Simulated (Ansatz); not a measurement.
# TaAgS3 (model cell, started as cubic perovskite with Ta in the octahedra): following an unstable mode

Wanted: the energy along a soft mode of TaAgS3 (model cell, started as cubic perovskite with Ta in the octahedra) and the structure at the end.

Method: DFT PBE, scalar-relativistic, plane waves, PAW; PAW set soft_1, in Ansatz 0.2.0.

The structure was built from a prototype and need not be the compound's stable phase.

**1. Starting point**

Symmetry: Pm-3m, No. 221, cubic system. Conventional cell: a = 4.811 Å, b = 4.811 Å, c = 4.811 Å, α = 90.00°, β = 90.00°, γ = 90.00°. Ag has 12 S at 3.40 Å nearest. Nearest to Ta lie 6 S at 2.41 Å. S has 2 Ta at 2.41 Å nearest. Farther neighbours and most contacts between anions are not listed.

**2. Phonons on a q mesh**

The cell comes from relaxations at this level that are not shown. Stability and thermal properties need the whole zone. Linear response on a 2×2×2 q mesh gives force constants as far as a supercell of that size would.

The input, input.yaml:

```yaml
crystal:
  lattice:
    - [4.8114923399, 0.0, 0.0]
    - [0.0, 4.8114923399, 0.0]
    - [0.0, 0.0, 4.8114923399]
  atoms:
    - { symbol: Ag, position: [0.0, 0.0, 0.0] }
    - { symbol: Ta, position: [0.5, 0.5, 0.5] }
    - { symbol: S, position: [0.5, 0.5, 0.0] }
    - { symbol: S, position: [0.5, 0.0, 0.5] }
    - { symbol: S, position: [0.0, 0.5, 0.5] }
kpoints:
  mp_grid: { grid: [8, 8, 8] }
hamiltonian:
  xc: pbe
  pseudopotentials: { kind: paw, azcp: { folder: soft_1 } }
scf:
  occupations: { method: methfessel_paxton, width: 0.2 }
output:
  eigenvalues: true
phonons:
  method: dfpt
  qmesh: [2, 2, 2]
  temperatures: { t_max: 1000, t_step: 50 }
  qpath:
    path:
      - [[0.0, 0.0, 0.0], [0.0, 0.5, 0.0], [0.5, 0.5, 0.0], [0.0, 0.0, 0.0], [0.5, 0.5, 0.5], [0.0, 0.5, 0.0]]
      - [[0.5, 0.5, 0.5], [0.5, 0.5, 0.0]]
    npoints: 10
```

Command:

```console
$ ansatz run input.yaml --threads 4 --pin off --max-ram 16384MiB --backend cpu --events-out ev --progress --plain --runs-dir out
```

Numbers of over 12 decimals in the logs are rounded to 6 here.

The program printed:

```text
Engine: ansatz 0.2.0, aarch64-unknown-linux-gnu
Pseudopotentials: kind: paw
Pseudopotential: Ag, paw, valence charge 19, recommended cutoff 420 eV (normal), soft_1/Ag.paw.azcp
Pseudopotential: Ta, paw, valence charge 13, recommended cutoff 420 eV (normal), soft_1/Ta.paw.azcp
Pseudopotential: S, paw, valence charge 6, recommended cutoff 420 eV (normal), soft_1/S.paw.azcp
Functional definition: PBE
  parameter kappa = 0.804
  parameter beta = 0.066725
  exchange = pbe_x(kappa = kappa, mu = beta*pi^2/3)
  correlation = pbe_c(beta = beta)
Crystal: 5 atoms, lattice volume = 111.388 Å³
Basis set: ecut = 420 eV, 2109 PW (Γ), exchange–correlation on 72×72×72 points (8 copies of the dense FFT grid, shifted against one another)
Bands: 30, of which v1, the nominal top of the filled ones, is band 25 counted from 1 (24 counted from 0)
Symmetry: 48 space group operations
k-points: 35 of 512
Non-local potential: Ag, projectors of the file, l = 0: 3, l = 1: 2, l = 2: 2, l = 3: 1
Non-local potential: Ta, projectors of the file, l = 0: 3, l = 1: 2, l = 2: 2, l = 3: 1
Non-local potential: S, projectors of the file, l = 0: 2, l = 1: 2, l = 2: 1
PAW form: soft (Blöchl's): semilocal exchange-correlation on the pseudo side does not see the compensation charge
PAW one-centre angular grid: Ag, 590 points (default); XC on 64 Gauss nodes
PAW one-centre angular grid: Ta, 590 points (default); XC on 64 Gauss nodes
PAW one-centre angular grid: S, 110 points (default); XC on 64 Gauss nodes
Initial density: superposition of atomic densities (chi_scale 0.1, normalization cell, long waves kept (reshape's long-wave potential 0.00 eV rms))
Initial wavefunctions: pseudopotential atomic-orbital guess
Functional: x = pbe(κ = 0.804, μ = 0.219515), c = pbe(β = 0.066725)
SCF iter   1: F=—  HF=-20231.701091 eV  |F-HF|=—  |Δ(HF+E_count)|=         —  Δρ=2.83e-2  dr2=1.30e0  ethr=3.10e-3  ⟨swp⟩=6.5  Hψ=4636  notcnv=0
preconditioner: auto → Kerker (q_TF=auto, 2.387 Å⁻¹)  [metal: Δε(μ)=0.075 eV  Ē_g=6.610 eV  σ=0.200 eV  W_gap=0.31  n_scr=26 (ndim 8)  ℏωp=20.5 eV  f_vac=0.000  D(μ)=3.04/eV (n_scr^D=18)]
SCF iter   2: F=—  HF=-20231.482997 eV  |F-HF|=—  |Δ(HF+E_count)|=   2.18e-1  S|Δr|=    0.00e0  Δρ=1.77e-2  dr2=6.37e-1  ethr=2.59e-3  ⟨swp⟩=1.3  Hψ=1342  notcnv=0
SCF iter   3: F=—  HF=-20231.299344 eV  |F-HF|=—  |Δ(HF+E_count)|=   1.84e-1  S|Δr|=    0.00e0  Δρ=6.11e-3  dr2=6.61e-2  ethr=1.27e-3  ⟨swp⟩=2.1  Hψ=1679  notcnv=0  defer=1
SCF iter   4: F=—  HF=-20231.282904 eV  |F-HF|=—  |Δ(HF+E_count)|=   1.64e-2  S|Δr|=    0.00e0  Δρ=2.34e-3  dr2=1.37e-2  ethr=1.32e-4  ⟨swp⟩=2.0  Hψ=2040  notcnv=0  defer=7
SCF iter   5: F=—  HF=-20231.280881 eV  |F-HF|=—  |Δ(HF+E_count)|=   2.02e-3  S|Δr|=    0.00e0  Δρ=6.45e-4  dr2=9.35e-4  ethr=2.75e-5  ⟨swp⟩=2.0  Hψ=1422  notcnv=0  defer=7
SCF iter   6: F=—  HF=-20231.281009 eV  |F-HF|=—  |Δ(HF+E_count)|=   1.28e-4  S|Δr|=    0.00e0  Δρ=1.45e-4  dr2=1.80e-5  ethr=1.87e-6  ⟨swp⟩=2.0  Hψ=1533  notcnv=0  defer=7
SCF iter   7: F=—  HF=-20231.281020 eV  |F-HF|=—  |Δ(HF+E_count)|=   1.03e-5  S|Δr|=    0.00e0  Δρ=2.64e-5  dr2=6.61e-7  ethr=3.61e-8  ⟨swp⟩=2.0  Hψ=1620  notcnv=0  defer=7
SCF iter   8: F=—  HF=-20231.281025 eV  |F-HF|=—  |Δ(HF+E_count)|=   5.08e-6  S|Δr|=    0.00e0  Δρ=6.83e-6  dr2=6.13e-8  ethr=1.32e-9  ⟨swp⟩=2.0  Hψ=1655  notcnv=0  defer=7
SCF iter   9: F=—  HF=-20231.281025 eV  |F-HF|=—  |Δ(HF+E_count)|=   7.92e-8  S|Δr|=    0.00e0  Δρ=1.73e-6  dr2=4.41e-9  ethr=1.23e-10  ⟨swp⟩=2.0  Hψ=1567  notcnv=0  defer=7
SCF iter  10: F=—  HF=-20231.281025 eV  |F-HF|=—  |Δ(HF+E_count)|=   6.06e-9  S|Δr|=    0.00e0  Δρ=5.05e-7  dr2=3.34e-10  ethr=8.82e-12  ⟨swp⟩=2.0  Hψ=1624  notcnv=0  defer=7
[...]
SCF iter  12: F=-20231.281025 eV  HF=-20231.281025 eV  |F-HF|=3.64e-12  |Δ(HF+E_count)|=  7.28e-12  S|Δr|=    0.00e0  Δρ=2.65e-8  dr2=6.63e-13  ethr=1.00e-12  ⟨swp⟩=8.8  Hψ=5362  notcnv=0
SCF 1 converged in 12 iterations: F = -20231.281025 eV  dr2 = 6.63e-13
  greatest PAW one-centre occupation: 1.001 electrons in one spin orbital (limit 2), on the Ag atom at site 0 (counted from 0), in its partial waves of l = 0
Initial density: read from a saved state, or passed on in memory by an earlier SCF of this step, an earlier step, the calling program or the single point that the run made first
iter 1 solved again at ethr=1.47e-6 eV; its pass at ethr=3.10e-3 eV (dr2=7.36e-4 eV) is discarded
SCF iter   1: F=—  HF=-20231.281018 eV  |F-HF|=—  |Δ(HF+E_count)|=         —  Δρ=1.50e-6  dr2=2.09e-9  ethr=1.47e-6  ⟨swp⟩=3.1  Hψ=7433  notcnv=0
eigensolver tolerance schedule: the retry pair's looser diagonalisation over-reported the residual by 352686.79 of it (diagonalisation noise at an unbounded share of the residual, at the tolerance the schedule requests for it); recorded, not acted on — ethr = c·dr2/N_el stays at c = 1.0e-1
preconditioner: auto → Kerker (q_TF=auto, 2.387 Å⁻¹)  [metal: Δε(μ)=0.116 eV  Ē_g=6.792 eV  σ=0.200 eV  W_gap=0.45  n_scr=26 (ndim 8)  ℏωp=20.5 eV  f_vac=0.007  D(μ)=1.49/eV (n_scr^D=6)]
SCF iter   2: F=—  HF=-20231.281025 eV  |F-HF|=—  |Δ(HF+E_count)|=   6.43e-6  S|Δr|=    0.00e0  Δρ=6.82e-7  dr2=3.71e-10  ethr=4.17e-12  ⟨swp⟩=5.1  Hψ=3450  notcnv=0
SCF iter   3: F=—  HF=-20231.281025 eV  |F-HF|=—  |Δ(HF+E_count)|=  6.91e-11  S|Δr|=    0.00e0  Δρ=4.52e-7  dr2=1.70e-10  ethr=1.00e-12  ⟨swp⟩=1.1  Hψ=1054  notcnv=0
SCF iter   4: F=—  HF=-20231.281025 eV  |F-HF|=—  |Δ(HF+E_count)|=  2.91e-11  S|Δr|=    0.00e0  Δρ=2.97e-7  dr2=7.80e-11  ethr=1.00e-12  ⟨swp⟩=1.0  Hψ=1050  notcnv=0
SCF iter   5: F=—  HF=-20231.281025 eV  |F-HF|=—  |Δ(HF+E_count)|=  3.64e-12  S|Δr|=    0.00e0  Δρ=2.01e-7  dr2=3.73e-11  ethr=1.00e-12  ⟨swp⟩=1.0  Hψ=1050  notcnv=0
SCF iter   6: F=—  HF=-20231.281025 eV  |F-HF|=—  |Δ(HF+E_count)|=    0.00e0  S|Δr|=    0.00e0  Δρ=1.62e-7  dr2=2.43e-11  ethr=1.00e-12  ⟨swp⟩=1.0  Hψ=1050  notcnv=0
SCF iter   7: F=—  HF=-20231.281025 eV  |F-HF|=—  |Δ(HF+E_count)|=  7.28e-12  S|Δr|=    0.00e0  Δρ=1.41e-7  dr2=1.85e-11  ethr=1.00e-12  ⟨swp⟩=1.0  Hψ=1050  notcnv=0
SCF iter   8: F=-20231.281025 eV  HF=-20231.281025 eV  |F-HF|=1.09e-11  |Δ(HF+E_count)|=    0.00e0  S|Δr|=    0.00e0  Δρ=7.75e-8  dr2=5.69e-12  ethr=1.00e-12  ⟨swp⟩=1.9  Hψ=2369  notcnv=0
SCF 2 converged in 8 iterations: F = -20231.281025 eV  dr2 = 5.69e-12
phonons: the bands overlap, so this run is a metal and interpolates without the dipole-dipole term. If the crystal is really an insulator or semiconductor, its LO-TO splitting is missing
NSCF: frozen V_eff on 35 k-points
WARN: eigensolver did not converge (k=31): 1 band(s) unlocked after 20 sweeps at ethr=1.30e-12 eV (storage-precision floor; scheduled 1.00e-12 eV) (lowest unlocked band 29, counted from 0; max residual 5.75e-4 eV among the unlocked bands, 5.75e-4 eV over every band; other slots of this pass that fall short are told together in one closing line; warning suppressed until the next SCF loop or pass starts)
WARN: eigensolver did not converge in 4 slots of this pass, the one above among them; of largest residual over every band (k=31): 1 band(s) unlocked (lowest unlocked band 29, counted from 0; max residual 5.75e-4 eV among the unlocked bands, 5.75e-4 eV over every band); of lowest unlocked band (k=31): band 29
NSCF: frozen V_eff on 125 k-points
DFPT response loops at q = (0, 0, 0) (fractional): preconditioner auto → Kerker (q_TF=auto, 2.387 Å⁻¹) (partly filled bands, converged f_vac=0.007); β = 1.00, the filter's whole step (`scf.mixing.beta` (0.50) is not read by the response loops under this deck's `scf.mixing.preconditioner`; to damp them name `kerker` or `kerker_dos`, under which they read `scf.mixing.beta`, and type it under 1.00, their step now; both keys bind the ground state too); Broyden in place of MSR1
NSCF: frozen V_eff on 250 k-points
DFPT response loops at q = (0, 0, -0.5) (fractional): mixed as the last ones told, above
NSCF: frozen V_eff on 250 k-points
DFPT response loops at q = (0, -0.5, -0.5) (fractional): mixed as the last ones told, above
NSCF: frozen V_eff on 250 k-points
DFPT response loops at q = (-0.5, -0.5, -0.5) (fractional): mixed as the last ones told, above
SCF converged after 12 iterations
Stability not checked: this state was not tested for a lower state beside it, because cold or Methfessel-Paxton smearing, or corrected tetrahedra, fill the levels in a way that the test cannot read (fill_not_monotonic; see scf.lower_state_search)
Free energy (F): -20231.281025 eV
Harris-Foulkes:  -20231.281025 eV  (|F-HF|=3.64e-12)
Internal energy: -20231.286938 eV  (E = F + TS)
E sigma→0 (E₀):  -20231.282503 eV
Entropy (-TS):   0.005914 eV (1.183 meV/atom)
Fermi energy:    8.179070 eV
Step filling:    the computed levels leave a gap of 0.1165 eV = 0.6 smearing widths at the electron count; against every level under it full and every level over it empty, smearing changes F+E_penalty+E_count by +4.186 meV and its σ→0 estimate by +2.708 meV
--- Per-component energies (eV) ---
  E_band       = -612.088164
  E_kinetic    = 1174.437612
  E_local      = -4496.748274  (includes V_loc(G=0)·N_el)
  E_nonlocal   = 127.335113
  E_hartree    = 1948.078180
  E_xc         = -742.281385
  E_vxc        = -676.468337  (∫ρ·V_xc dr)
  E_paw        = -14088.878197  (= ΣΔE_a)
  E_vpaw       = -636.801055  (= ΣTr[D̂ρ^β])
  E_aug_tail   = 0.000481  (compensation charges beyond the density's cutoff)
  E_ewald      = -4153.230469
  E_smearing   = 0.005914  (= −TS)
  E_closure    = -0.000000  (closes the sum)
  Σ components = -20231.281025   (vs F -20231.281025, Δ=0.00e0)
--- Band table (eV; the first three rows and the last of 35) ---
  k-point 0: bands = [... 21 lower, 6.8591, 7.3723, 7.3723, 7.3723, 7.6327, 7.6327, 7.6327, 8.3001, ... 1 higher]
  k-point 1: bands = [... 21 lower, 6.7163, 6.8643, 7.2226, 7.2226, 7.6306, 8.3502, 8.3502, 8.6396, ... 1 higher]
  k-point 2: bands = [... 21 lower, 5.9211, 6.8759, 7.2917, 7.2917, 7.6256, 9.3020, 9.3020, 9.3745, ... 1 higher]
  k-point 34: bands = [... 21 lower, 4.9807, 8.2131, 8.2131, 8.2131, 8.3033, 10.8668, 10.8668, 10.8668, ... 1 higher]
--- Phonons (Γ-DFPT): 4 representative perturbations + reference (Σ response iterations 12) ---
  ASR residual: 3.377e-5 → 0.000e0 eV/Å²; symmetrization residual: 7.386e-6 eV/Å²
  ASR residual per site (eV/Å²): 3.38e-5 9.88e-6 1.82e-5 1.82e-5 1.82e-5
  Γ frequencies (cm⁻¹): -127.20 -127.20 -127.20 -86.08 -86.08 -86.08 -35.23 -35.23 -35.23 0.00 0.00 0.00 338.74 338.74 338.74
--- Phonons (arbitrary-q DFPT): 4 irreducible q on the 2×2×2 mesh ---
  q = [0.0000, 0.0000, 0.0000] (star 1, of the zone-centre solve; hermiticity 1.36e-6, symmetrization 6.41e-12): -127.20 -127.20 -127.20 -86.08 -86.08 -86.08 -35.23 -35.23 -35.23 -0.00 -0.00 -0.00 338.74 338.74 338.74
  q = [0.0000, 0.0000, -0.5000] (star 3, 9 solved perturbations in 975 linear systems a pass and spin channel, the states on 125 of 512 k-point pairs; hermiticity 9.56e-7, symmetrization 2.34e-12): -97.43 -59.94 -59.94 -55.60 -55.60 -37.99 -36.02 -36.02 107.58 107.58 108.68 183.38 334.28 334.28 440.89
  q = [0.0000, -0.5000, -0.5000] (star 3, 9 solved perturbations in 975 linear systems a pass and spin channel, the states on 125 of 512 k-point pairs; hermiticity 1.09e-6, symmetrization 1.28e-13): -181.02 -55.68 -55.68 -48.78 -44.29 93.30 93.30 107.62 107.62 172.47 172.47 183.17 192.19 330.89 476.61
  q = [-0.5000, -0.5000, -0.5000] (star 1, 4 solved perturbations in 350 linear systems a pass and spin channel, the states on 125 of 512 k-point pairs; hermiticity 8.17e-7, symmetrization 5.75e-12): -173.60 -173.60 -173.60 -138.34 -138.34 -53.37 -53.37 -53.37 159.92 159.92 159.92 192.36 192.36 192.36 501.81
  sum rule: each row above includes the acoustic sum rule's correction from the zone centre's row sums; it moved no ω² by more than (0.39 cm⁻¹)²
  mesh force constants: q→R imaginary residual 3.25e-18; ASR residual 3.377e-5 → 0.000e0 eV/Å²; symmetrization residual 1.066e-14 eV/Å²
  interpolated dispersion: 62 rows × 15 modes
  density of states and harmonic sums: on the 14×14×14 q-mesh, interpolated from the force constants of a 2×2×2 supercell (no non-analytic term)
  largest difference from the sums on the solved wave vectors: F 3.15e-1 eV, S 4.22e-4 and C_V 1.08e-4 eV/K
  zero-point energy: 0.104825 eV/cell   skipped modes (ω ≤ 0): 759, of them read as no rigid motion or as one in doubt: 756 (6.137e0 modes/cell left out, lowest -181.02 cm⁻¹)   left out of the sums: 4.09e-1 of the cell's modes: C_V's classical limit lies that fraction below 3 k_B per atom; for a crystal, a wire or a layer, F and S can be off by more, and a phonons.interpolated_qmesh denser along its periods is the remedy for the sampling
```

The job ended after 4.5 min (4 threads of Arm Neoverse V1, shared host; peak memory 1.3 GiB).

Reading the cycles: dr2 is the Hartree energy of the density residual (eV), the measure of convergence; HF is the Harris–Foulkes estimate of the energy, which meets the free energy F at convergence.

This step gave:

```yaml
volume_per_atom: 22.28 Å³
gap_on_the_k_mesh: 0 eV
sum_rule_residual_before_enforcement: 3.38e-5 eV/Å²
lowest_frequency_on_the_path: -181.0 cm⁻¹
point_group: m-3m
highest_frequency_on_the_path_or_at_a_solved_wavevector: 501.8 cm⁻¹
highest_optical_mode_at_the_zone_centre_no_lo_to_term: 338.7 cm⁻¹
lowest_optical_zone_centre_mode: -127.2 cm⁻¹
lowest_mode_on_the_q_mesh_acoustic_modes_at_gamma_apart: -181.0 cm⁻¹
```

Frequencies (cm⁻¹) solved at each irreducible wavevector; negative means imaginary. Frequencies by wavevector, by row:

| q in reciprocal lattice units | star | mode 1 | mode 2 | mode 3 | mode 4 | mode 13 | mode 14 | mode 15 |
| --- | --- | --- | --- | --- | --- | --- | --- | --- |
| 0 0 0 | 1 | -127.2 | -127.2 | -127.2 | -86.1 | 338.7 | 338.7 | 338.7 |
| 0 0 -0.5 | 3 | -97.4 | -59.9 | -59.9 | -55.6 | 334.3 | 334.3 | 440.9 |
| 0 -0.5 -0.5 | 3 | -181 | -55.7 | -55.7 | -48.8 | 192.2 | 330.9 | 476.6 |
| -0.5 -0.5 -0.5 | 1 | -173.6 | -173.6 | -173.6 | -138.3 | 192.4 | 192.4 | 501.8 |

Interpolated from a 2×2×2 q mesh. The phonon branches at the labelled points (cm⁻¹):

| point | branch 1 | branch 2 | branch 3 | branch 4 | branch 12 | branch 13 | branch 14 | branch 15 |
| --- | --- | --- | --- | --- | --- | --- | --- | --- |
| Γ | -127 | -127 | -127 | -86 | 0 | 339 | 339 | 339 |
| halfway | -113 | -94 | -94 | -64 | 124 | 337 | 337 | 389 |
| X | -97 | -60 | -60 | -56 | 183 | 334 | 334 | 441 |
| halfway | -147 | -56 | -52 | -51 | 192 | 270 | 333 | 461 |
| M | -181 | -56 | -56 | -49 | 183 | 192 | 331 | 477 |
| halfway | -135 | -60 | -58 | -55 | 158 | 302 | 335 | 428 |
| Γ | -127 | -127 | -127 | -86 | 0 | 339 | 339 | 339 |
| halfway | -135 | -111 | -111 | -52 | 172 | 279 | 279 | 461 |
| R | -174 | -174 | -174 | -138 | 192 | 192 | 192 | 502 |
| halfway | -148 | -121 | -112 | -53 | 196 | 226 | 251 | 484 |
| X | -97 | -60 | -60 | -56 | 183 | 334 | 334 | 441 |
| jump to R | -174 | -174 | -174 | -138 | 192 | 192 | 192 | 502 |
| halfway | -177 | -127 | -127 | -53 | 185 | 192 | 204 | 496 |
| M | -181 | -56 | -56 | -49 | 183 | 192 | 331 | 477 |

Symmetry leaves 4 wavevectors to solve. The lowest mode among them, the acoustic zeros apart, lies at q = (0, -0.5, -0.5) and is imaginary, 181.0i cm⁻¹, so the energy falls along it.

**3. The mode frozen in, largest atomic shift 0 Å**

The mode followed lies at q = (0, -0.5, -0.5) with frequency 181.0i cm⁻¹, the softest among the wavevectors solved. At small amplitude the distorted cell has space group no. 127 by a symmetry search on the positions. The undistorted cell that holds it gives the zero of energy on the same k mesh.

System of this step: TaAgS3 (model cell, started as cubic perovskite with Ta in the octahedra). Symmetry: Pm-3m, No. 221, cubic system. Conventional cell: a = 4.811 Å, b = 4.811 Å, c = 4.811 Å, α = 90.00°, β = 90.00°, γ = 90.00°. Nearest to Ag lie 12 S at 3.40 Å. Ta has 6 S at 2.41 Å nearest. Nearest to S lie 2 Ta at 2.41 Å. S has 2 Ta at 2.41 Å nearest. Farther neighbours and most contacts between anions are not listed.

The input, input.yaml:

```yaml
crystal:
  lattice:
    - [-4.8114923399, 0.0, 0.0]
    - [0.0, -4.8114923399, -4.8114923399]
    - [0.0, -4.8114923399, 4.8114923399]
  atoms:
    - { symbol: Ag, position: [1.0, 0.0, 0.0] }
    - { symbol: Ag, position: [1.0, 0.5, 0.5] }
    - { symbol: Ta, position: [0.5, 1.0, 0.5] }
    - { symbol: Ta, position: [0.5, 0.5, 0.0] }
    - { symbol: S, position: [0.5, 0.25, 0.25] }
    - { symbol: S, position: [0.5, 0.75, 0.75] }
    - { symbol: S, position: [0.5, 0.75, 0.25] }
    - { symbol: S, position: [0.5, 0.25, 0.75] }
    - { symbol: S, position: [0.0, 1.0, 0.5] }
    - { symbol: S, position: [0.0, 0.5, 0.0] }
kpoints:
  mp_grid: { grid: [8, 6, 6] }
hamiltonian:
  xc: pbe
  pseudopotentials: { kind: paw, azcp: { folder: soft_1 } }
scf:
  occupations: { method: methfessel_paxton, width: 0.2 }
output:
  forces: true
  stress: true
  eigenvalues: true
```

The program printed:

```text
[...]
Crystal: 10 atoms, lattice volume = 222.777 Å³
Basis set: ecut = 420 eV, 4301 PW (Γ), exchange–correlation on 72×96×96 points (8 copies of the dense FFT grid, shifted against one another)
Bands: 60, of which v1, the nominal top of the filled ones, is band 50 counted from 1 (49 counted from 0)
Symmetry: 32 space group operations
[...]
k-points: 50 of 288
[...]
k-point 0: bands = [... 46 lower, 7.3693, 7.3693, 7.3695, 7.6535, 7.6535, 7.6537, 8.2724, 8.2967, ... 6 higher]
  k-point 1: bands = [... 46 lower, 6.9669, 6.9796, 7.1246, 8.0303, 8.0983, 8.1147, 8.1540, 8.6655, ... 6 higher]
  k-point 2: bands = [... 46 lower, 6.6223, 6.6985, 7.0838, 7.7477, 8.6872, 8.7003, 8.7024, 9.5226, ... 6 higher]
  k-point 49: bands = [... 46 lower, 5.8811, 5.8811, 8.2701, 8.2701, 9.6385, 9.6385, 10.5681, 10.5681, ... 6 higher]
[key lines of the parts left out:]
SCF converged after 9 iterations
Free energy (F): -40462.558911 eV
Fermi energy:    8.141937 eV
P = ⅓ Tr σ = -0.0485 GPa (-0.485 kbar)
```

Wall time 10 s (4 threads); peak memory 0.89 GiB; 41 s of CPU time.

Numbers from this step:

* pressure: -0.04849 GPa
* energy from the undistorted cell: 0 meV/atom

The run ends at a pressure of -0.05 GPa.

(Part 1 of 3 ends here.)

[Logs are printed without paths, hosts, clocks, repeated set-up lines and the standing remarks that a program may print on its own settings, such as how far it seeks lower states.]

[Hosts, paths, dates, database ids (printed as entryN), source tags and the programs' standing remarks are cut or masked in the printed files.]
